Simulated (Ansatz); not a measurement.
# From HSE06 to G0W0: VBiO4 (I4_1/a), part 2 of 2

Wanted: the gap of VBiO4 (I4_1/a) with a many-body correction, and the time that it takes.

Ansatz 0.2.0; HSE06, then G0W0 on it, plane waves, PAW. Known limits of the many-body steps: finite bands, screening cutoff and k mesh; no spin-orbit coupling in G0W0; no spin polarisation.

So far. Step 2 (HSE06 levels on the mesh and at listed points): Over mesh and listed points the gap is 3.204 eV, from k = (0.000, 0.000, 0.350) to k = (0.167, -0.167, -0.333). The least direct gap found is 3.305 eV, at k = (-0.239, 0.239, 0.239). On the 4×4×4 mesh alone the same run gives 3.339 eV, so that mesh misses an edge of HSE06: 3.339 − 3.204 = +0.135 eV.

In doubt: masses and optical values from hybrid runs of this build are listed as unsure (step 3), which bears on the screening that GW takes from such a start.

### 3. The quasiparticle correction

G0W0 replaces the xc potential by a self-energy built once from the orbitals of the start. Levels are corrected in the window of bands that the input names, at points of the mesh.

This step: G0W0 on HSE06, plane waves, PAW; PAW set soft_1.

input.yaml reads:

```yaml
crystal:
  lattice:
    - [-2.56105292, 2.56105292, 5.7960647]
    - [2.56105292, -2.56105292, 5.7960647]
    - [2.56105292, 2.56105292, -5.7960647]
  atoms:
    - { symbol: V, position: [0.5, 0.5, 0.0] }
    - { symbol: V, position: [0.25, 0.75, 0.5] }
    - { symbol: Bi, position: [0.0, 0.0, 0.0] }
    - { symbol: Bi, position: [0.75, 0.25, 0.5] }
    - { symbol: O, position: [0.17085109, 0.56190276, 0.89100626] }
    - { symbol: O, position: [0.31190276, 0.9208965, 0.89105167] }
    - { symbol: O, position: [0.02984483, 0.42085109, 0.10894833] }
    - { symbol: O, position: [0.6708965, 0.27984483, 0.10899374] }
    - { symbol: O, position: [0.0791035, 0.97015517, 0.39100626] }
    - { symbol: O, position: [0.72015517, 0.82914891, 0.39105167] }
    - { symbol: O, position: [0.57914891, 0.68809724, 0.60899374] }
    - { symbol: O, position: [0.43809724, 0.3291035, 0.60894833] }
kpoints:
  mp_grid: { grid: [4, 4, 4] }
hamiltonian:
  xc: hse06
  pseudopotentials: { kind: paw, azcp: { folder: soft_1 } }
scf:
  occupations: { method: fixed }
gw:
  n_empty_bands: 833
  ecut_chi: 180.0
  qp_bands: [v4, c4]
  qp_kpoints: band_edges
  screening: { model: contour_deformation }
```

Run with:

```sh
$ ansatz run input.yaml --threads 2 --pin off --max-ram 92160MiB --backend cuda --events-out ev --progress --plain --runs-dir out --devices 1 --max-vram 13GiB
```

Numbers of over 12 decimals in the logs are rounded to 6 here.

The program printed:

```text
GPUs: using 1 of 1 available (devices: 1).
[...]
GPU FFT provider: cuFFT
GPU libraries: cuBLAS 13.8.2, cuFFT 12.4.0, cuSOLVER 12.3.4
Crystal: 12 atoms, lattice volume = 152.065 Å³
Basis set: ecut = 420 eV, 2995 PW (Γ)
Bands: 64, of which v1, the nominal top of the filled ones, is band 52 counted from 1 (51 counted from 0)
Symmetry: 8 space group operations
[...]
k-points: 14 of 64
[...]
GPU buffer pool allocated for 110592 grid points (all kernels)
[...]
SCF iter   1: F=—  HF=-35169.123481 eV  |F-HF|=—  |Δ(HF+E_count)|=         —  Δρ=7.80e-2  dr2=1.63e1  ethr=1.00e-1  ⟨swp⟩=4.0  Hψ=2728  notcnv=0
[...]
SCF iter   8: F=-35166.515915 eV  HF=-35166.516093 eV  |F-HF|=1.78e-4  |Δ(HF+E_count)|=   4.88e-4  Δρ=2.97e-4  dr2=1.84e-4  ethr=4.33e-6  ⟨swp⟩=3.0  Hψ=2114  notcnv=0
SCF 1 stopped early in 8 iterations: F = -35166.515915 eV  dr2 = 1.84e-4
[...]
GPU FFT provider: cuFFT
GPU libraries: cuBLAS 13.8.2, cuFFT 12.4.0, cuSOLVER 12.3.4
[...]
GPU buffer pool allocated for 110592 grid points (all kernels)
[...]
Frozen-core exchange: fock
SCF iter   1: F=—  HF=-35168.632924 eV  |F-HF|=—  |Δ(HF+E_count)|=         —  Δρ=3.86e-2  dr2=3.32e0  ethr=1.77e-6  ⟨swp⟩=8.0  Hψ=4892  notcnv=0
[...]
SCF iter   8: F=-35168.138297 eV  HF=-35168.138325 eV  |F-HF|=2.81e-5  |Δ(HF+E_count)|=   3.94e-5  Δρ=1.29e-4  dr2=3.28e-5  ethr=1.29e-7  ⟨swp⟩=2.0  Hψ=1974  notcnv=0
SCF 2 stopped early in 8 iterations: F = -35168.138297 eV  dr2 = 3.28e-5
hybrid outer 1: dexx = +7.318e-2 eV, tail = 3.23e-4 eV
GPU FFT provider: cuFFT
GPU libraries: cuBLAS 13.8.2, cuFFT 12.4.0, cuSOLVER 12.3.4
GPU buffer pool allocated for 110592 grid points (all kernels)
[...]
Frozen-core exchange: fock
SCF iter   1: F=—  HF=-35168.136813 eV  |F-HF|=—  |Δ(HF+E_count)|=         —  Δρ=8.97e-5  dr2=9.91e-6  ethr=1.55e-6  ⟨swp⟩=3.0  Hψ=2066  notcnv=0
[...]
SCF iter   5: F=-35168.136821 eV  HF=-35168.136821 eV  |F-HF|=1.03e-8  |Δ(HF+E_count)|=   4.81e-8  Δρ=7.40e-6  dr2=4.68e-8  ethr=1.21e-10  ⟨swp⟩=3.8  Hψ=2274  notcnv=0  defer=5
SCF 3 converged in 5 iterations: F = -35168.136821 eV  dr2 = 4.68e-8
[...]
NSCF: frozen V_eff on 14 k-points
Exchange-term sweep: 0 of 14 (spin, k) points
Exchange-term sweep: 1 of 14 (spin, k) points
Exchange-term sweep: 2 of 14 (spin, k) points
Exchange-term sweep: 3 of 14 (spin, k) points
Exchange-term sweep: 4 of 14 (spin, k) points
Exchange-term sweep: 5 of 14 (spin, k) points
Exchange-term sweep: 6 of 14 (spin, k) points
Exchange-term sweep: 7 of 14 (spin, k) points
Exchange-term sweep: 8 of 14 (spin, k) points
Exchange-term sweep: 9 of 14 (spin, k) points
Exchange-term sweep: 10 of 14 (spin, k) points
Exchange-term sweep: 11 of 14 (spin, k) points
Exchange-term sweep: 12 of 14 (spin, k) points
Exchange-term sweep: 13 of 14 (spin, k) points
Exchange-term sweep: 14 of 14 (spin, k) points
G₀W₀ screening: q 1/14
[... further progress lines ...]
[...]
Free energy (F): -35168.136820 eV
Frozen-core exchange: fock
[...]
Internal energy: -35168.136820 eV  (E = F + TS)
E sigma→0 (E₀):  -35168.136820 eV
Fermi energy:    8.040614 eV
[...]
--- Band table (eV; the first three rows and the last of 14) ---
  k-point 0: bands = [... 48 lower, 7.0599, 7.0599, 7.0689, 7.4216, 11.6089, 12.0832, 12.4449, 12.7202, ... 2 higher]
  k-point 1: bands = [... 48 lower, 6.6936, 6.7275, 7.1735, 8.0157, 11.7753, 11.8713, 12.0025, 12.3689, ... 2 higher]
  k-point 2: bands = [... 48 lower, 6.8165, 6.8165, 7.7701, 7.7701, 12.0566, 12.0566, 12.2688, 12.2688, ... 2 higher]
  k-point 13: bands = [... 48 lower, 6.9283, 6.9283, 6.9896, 6.9896, 12.2380, 12.2380, 12.3011, 12.3011, ... 2 higher]
  guard bands above this table: 6 of the run's 64 bands. The solve was not asked for them (output.publish_guard_bands: true or output.eigenvalues: true publishes all)
--- G₀W₀: contour deformation, 6 samples at zero and on the imaginary axis and 2 off it, 64 q-points, 833 empty bands' worth ---
  eigenvalues of the whole cell's RPA ε∞ on this k-mesh (on a slab, of 1 + 4πα/V) = 4.7035, 5.3843, 5.3843; static W/v taken at q = 0 is 0.192486
  bands read: the sum over 885 bands ends inside a degenerate multiplet in 4 slots, whose members it reads at an even weight; the widest, k=2: bands 885 to 886 (counted from 1) at 1/2 each
  gw.qp_kpoints: band_edges: 14 of 14 stored k-points solved, in 1 pass; an edge of the gap read off the rows below is read off those points alone
    ik  band        ε_KS         Σx   Σc(E_QP)       V_xc       Z   E_QP_lin       E_QP  E_QP is
     0    49      7.0599   -25.7236     4.2274   -21.7229  0.7464     7.2858     7.2865  root
     0    50      7.0599   -25.7236     4.2274   -21.7229  0.7464     7.2858     7.2865  root
     0    51      7.0689   -23.5690     2.5454   -21.0530  0.7656     7.0983     7.0983  root
     0    52      7.4216   -25.7144     3.5368   -22.3586  0.7605     7.6023     7.6027  root
     0    53     11.6089   -15.2259    -5.8002   -21.5266  0.7573    12.1126    12.1093  root
     0    54     12.0832   -15.8841    -5.7556   -22.1692  0.7535    12.6165    12.6127  root
     0    55     12.4449   -16.6451    -6.2719   -23.4380  0.7231    12.9709    12.9659  root
     0    56     12.7202   -16.8636    -6.2065   -23.5419  0.7225    13.1964    13.1920  root
     1    49      6.6936   -24.3910     2.5351   -21.8864  0.7699     6.7240     6.7240  root
     1    50      6.7275   -25.6055     4.2831   -21.5424  0.7436     6.9468     6.9475  root
     1    51      7.1735   -25.8666     4.1526   -21.9494  0.7480     7.4081     7.4089  root
     1    52      8.0157   -24.1517     2.4944   -21.7118  0.7733     8.0702     8.0703  root
     1    53     11.7753   -15.0889    -5.7124   -21.2804  0.7596    12.2574    12.2544  root
     1    54     11.8713   -15.8558    -5.8037   -22.1425  0.7463    12.3577    12.3543  root
     1    55     12.0025   -15.2416    -5.7431   -21.4600  0.7511    12.4811    12.4779  root
     1    56     12.3689   -16.2966    -5.9887   -22.8127  0.7372    12.9007    12.8962  root
     2    49      6.8165   -25.5618     4.2425   -21.5399  0.7442     7.0363     7.0371  root
     2    50      6.8165   -25.5618     4.2425   -21.5399  0.7442     7.0363     7.0371  root
     2    51      7.7701   -24.4135     2.6821   -21.7671  0.7739     7.8059     7.8059  root
     2    52      7.7701   -24.4135     2.6821   -21.7671  0.7739     7.8059     7.8059  root
     2    53     12.0566   -16.0199    -6.0057   -22.5274  0.7370    12.5626    12.5585  root
     2    54     12.0566   -16.0199    -6.0057   -22.5274  0.7370    12.5626    12.5585  root
     2    55     12.2688   -15.3525    -5.6883   -21.5409  0.7550    12.7724    12.7689  root
     2    56     12.2688   -15.3525    -5.6883   -21.5409  0.7550    12.7724    12.7689  root
     3    49      6.9495   -25.6359     4.1120   -21.7473  0.7477     7.1722     7.1728  root
     3    50      7.0261   -25.4317     3.8007   -21.8189  0.7530     7.2134     7.2139  root
     3    51      7.0437   -25.4779     3.7899   -21.8767  0.7520     7.2319     7.2323  root
     3    52      7.6476   -24.0504     2.5821   -21.5322  0.7690     7.7115     7.7116  root
     3    53     11.6418   -15.1796    -5.7814   -21.4431  0.7579    12.1269    12.1238  root
     3    54     12.0042   -15.6562    -5.8529   -22.0101  0.7496    12.5088    12.5052  root
     3    55     12.1957   -16.0519    -5.9960   -22.5495  0.7363    12.7013    12.6973  root
     3    56     12.3180   -16.1636    -5.8633   -22.5245  0.7414    12.8195    12.8157  root
     4    49      6.6557   -25.5307     4.0942   -21.6493  0.7460     6.8679     6.8685  root
     4    50      6.8318   -25.6379     4.0581   -21.7897  0.7467     7.0411     7.0417  root
     4    51      7.4503   -25.1018     3.1924   -22.0391  0.7628     7.5799     7.5801  root
     4    52      8.0367   -24.4984     2.6437   -21.9151  0.7737     8.0970     8.0970  root
     4    53     11.4930   -15.0682    -5.8004   -21.3314  0.7538    11.9587    11.9558  root
     4    54     12.0942   -15.4826    -5.9254   -21.8932  0.7456    12.5830    12.5795  root
     4    55     12.2270   -15.2840    -5.5548   -21.3271  0.7597    12.7185    12.7153  root
     4    56     12.3137   -16.2327    -6.0724   -22.8268  0.7354    12.8399    12.8355  root
[...]
12    53     11.6900   -15.4197    -5.7849   -21.6847  0.7496    12.1733    12.1700  root
    12    54     12.1433   -16.1606    -6.0867   -22.7432  0.7352    12.6433    12.6393  root
    12    55     12.3267   -15.1509    -5.6091   -21.2425  0.7593    12.8124    12.8092  root
    12    56     12.3670   -16.3283    -6.2008   -23.0656  0.7340    12.9083    12.9036  root
    13    49      6.9283   -24.8826     3.1824   -21.8416  0.7585     7.0695     7.0698  root
    13    50      6.9283   -24.8826     3.1824   -21.8416  0.7585     7.0695     7.0698  root
    13    51      6.9896   -25.7479     4.2163   -21.7604  0.7448     7.2176     7.2184  root
    13    52      6.9896   -25.7479     4.2163   -21.7604  0.7448     7.2176     7.2184  root
    13    53     12.2380   -16.3686    -6.1366   -23.0120  0.7321    12.7491    12.7448  root
    13    54     12.2380   -16.3686    -6.1366   -23.0120  0.7321    12.7491    12.7448  root
    13    55     12.3011   -16.1666    -6.0830   -22.7807  0.7391    12.8365    12.8322  root
    13    56     12.3011   -16.1666    -6.0830   -22.7807  0.7391    12.8365    12.8322  root
```

The job ended after 5.1 min (1 × NVIDIA H100 80GB HBM3 (shared by 6 runs) with 2 threads of AMD EPYC 7R13 (Zen 3), shared host; peak memory 4.2 GiB).

Numbers from this step:

* bands summed: 885
* RPA ε∞ on this mesh (eigenvalues): 4.703, 5.384, 5.384
* plane waves in the screening matrix: 841
* q-points in the mesh: 64
* G0W0 gap over the corrected points: 3.735 eV
* k of the valence top: 0.25, -0.25, 0.25
* k of the conduction bottom: 0.25, -0.25, 0.25
* starting gap on the mesh: 3.339 eV
* Z at the valence top: 0.7742
* Z at the conduction bottom: 0.7547
* least direct G0W0 gap over the corrected points: 3.735 eV

Over all 14 irreducible mesh points the G0W0 gap is 3.735 eV, direct, at k = (0.250, -0.250, 0.250). The HSE06 gap of this run on the mesh is 3.339 eV. The two states that bound the G0W0 gap lie that far apart at the start, so the correction of the gap is 3.735 − 3.339 = +0.396 eV.

Labels follow the order of the start: v1 is the top filled band, c1 the lowest empty one; levels that stay degenerate share a row, the window can cut a multiplet, doubted levels are not marked in this list, bands outside the window were not corrected, and the list may be a part of the corrected levels. Levels before and after the correction, in eV, zero at the valence-band top of each column:

```tsv
	conduction bottom	valence top
HSE06	3.34	0.00
G0W0	3.73	0.00
```

```tsv
	level	occupation	energy (eV)
HSE06	(0.25 -0.25 0.25) v4	2	-1.349
HSE06	(0.25 -0.25 0.25) v3	2	-1.163
HSE06	(0.25 -0.25 0.25) v2	2	-0.798
HSE06	(0.25 -0.25 0.25) v1	2	0.000
HSE06	(0.25 -0.25 0.25) c1	0	3.340
HSE06	(0.25 -0.25 0.25) c2	0	3.818
HSE06	(0.25 -0.25 0.25) c3	0	4.192
HSE06	(0.25 -0.25 0.25) c4	0	4.280
G0W0	(0.25 -0.25 0.25) v4	2	-1.194
G0W0	(0.25 -0.25 0.25) v3	2	-0.994
G0W0	(0.25 -0.25 0.25) v2	2	-0.696
G0W0	(0.25 -0.25 0.25) v1	2	0.000
G0W0	(0.25 -0.25 0.25) c1	0	3.735
G0W0	(0.25 -0.25 0.25) c2	0	4.223
G0W0	(0.25 -0.25 0.25) c3	0	4.655
G0W0	(0.25 -0.25 0.25) c4	0	4.759
```

The parts of the quasiparticle energy for the two states that bound the G0W0 gap, in eV on the run's own scale (QP = start + Σx + Σc − Vxc, with Σc at the quasiparticle energy):

```tsv
edge	k	band	start	Σx	Σc	Vxc	Z	QP
valence top	(0.250, -0.250, 0.250)	52	8.041	−24.425	2.563	−21.921	0.774	8.099
conduction bottom	(0.250, -0.250, 0.250)	53	11.380	−14.983	−5.876	−21.312	0.755	11.833
```

For a hybrid start, Vxc holds its share of exact exchange.

### 4. Side by side

Each gap is the least one over the points named; times are wall times on shared hosts, not benchmarks. A G0W0 time includes the run's own self-consistent start. Runs with listed points see these and the mesh alone, so an edge that moves elsewhere is missed.

```tsv
level	mesh	files, cutoff	bands summed, screening	points	gap (eV)	valence top	conduction bottom	least direct gap (eV)	time
HSE06	4×4×4	soft_1 PAW, 420 eV	-	mesh and listed points	3.204	(0.000, 0.000, 0.350)	(0.167, -0.167, -0.333)	3.305	81 s
G0W0@HSE06	4×4×4	soft_1 PAW, 420 eV	885, 180 eV	all 14 irreducible mesh points	3.735	(0.250, -0.250, 0.250)	(0.250, -0.250, 0.250)	3.735	5.1 min
```

### 5. Outcome

- HSE06 gap over mesh and listed points: 3.204 eV, from k = (0.000, 0.000, 0.350) to k = (0.167, -0.167, -0.333)
- G0W0@HSE06 gap over all 14 irreducible mesh points: 3.735 eV, direct, at k = (0.250, -0.250, 0.250)
- GW settings: 4×4×4 mesh, 833 empty bands, screening to 180 eV, PAW set soft_1 files
- known limits: finite bands, screening cutoff and k mesh; no spin-orbit coupling in G0W0; no spin polarisation

In words: Over all 14 irreducible mesh points the G0W0 gap is 3.735 eV, direct, at k = (0.250, -0.250, 0.250). The HSE06 gap of this run on the mesh is 3.339 eV. The two states that bound the G0W0 gap lie that far apart at the start, so the correction of the gap is 3.735 − 3.339 = +0.396 eV. The valence state moves by 8.099 − 8.041 = +0.058 eV and the conduction state by 11.833 − 11.380 = +0.453 eV, on the run's own scale; how far single levels stand from their limit in bands is not shown. Over mesh and listed points, HSE06 puts the valence top at k = (0.000, 0.000, 0.350) and conduction bottom at k = (0.167, -0.167, -0.333), where no G0W0 correction was computed. The G0W0 gap over the whole zone is therefore not known from this run; at its settings it can only be equal to or under the 3.735 eV found, and no correction is carried over from another point. For the start itself the gap is 3.204 eV over mesh and listed points and 3.339 eV on the mesh of the G0W0 run. No second run with other bands and screening cutoff is shown, so the distance to the basis limit is not known. On another start, G0W0@PBE runs of this series (4×4×4 mesh, soft_1 PAW; not shown as steps) give 3.622 eV with 189 bands and 54 eV, 3.492 eV with 439 bands and 108 eV and 3.557 eV with 885 bands and 180 eV. G0W0 on other starts in this series, not shown as steps and not all at these settings: 3.557 eV on PBE (4×4×4, soft_1 PAW, 885 bands, 180 eV). Two runs of this series at another level, not shown as steps, test spin-orbit coupling. PBE+SOC against PBE: 1.974 − 2.108 = −0.134 eV, with the same mesh, set of files (read in its fully relativistic form for the spin-orbit run) and cutoff, and both edges at the same k points. The spin-orbit run sees mesh and listed points alone, so its gap is an upper bound: the coupling can move an edge off these points, and the change over the zone, its sign included where it is small, is not known. What spin-orbit coupling does to the G0W0 levels was not computed, so no sum with the G0W0 gap is formed. The G0W0 runs are scalar-relativistic. The runs have no spin polarisation, and the cell holds V; whether a magnetic state lies lower is not shown here. Where d states form a band edge, one-shot GW is known to depend on its start; the orbital character of the edges was not analysed here. No pair of G0W0 runs that differ in the mesh alone is shown (4×4×4 is a supercell whose nearest images lie 20 Å apart), so the error from the mesh is not known here. G0W0 is shown with one set of atomic data (soft_1 PAW), so the error from the files is not known here.

[Paths, hosts, dates, memory and timing lines, banners, echoed tables and standing remarks are left out of the program output.]

[Logs are printed without paths, hosts, clocks, repeated set-up lines and the standing remarks that a program may print on its own settings, such as how far it seeks lower states.]

[Runs of the session that timed out or met a known fault of the program may be left out.]

[Cells called generated may have been cut or substituted from an entry of the Crystallography Open Database or the Materials Project.]

[Hosts, paths, dates, database ids (printed as entryN), source tags and the programs' standing remarks are cut or masked in the printed files.]

[Where an RPA ε∞ is given, it is that of the G0W0 mesh and is not shown converged in it. Names of k-points follow the symmetry that the program found, which can be lower than the space group named. Band edges on a path are those of the sampled points; other points can move an edge, and change direct to indirect where valleys lie close.]

[Hybrid gaps are those of their k-mesh and are not shown converged in it.]
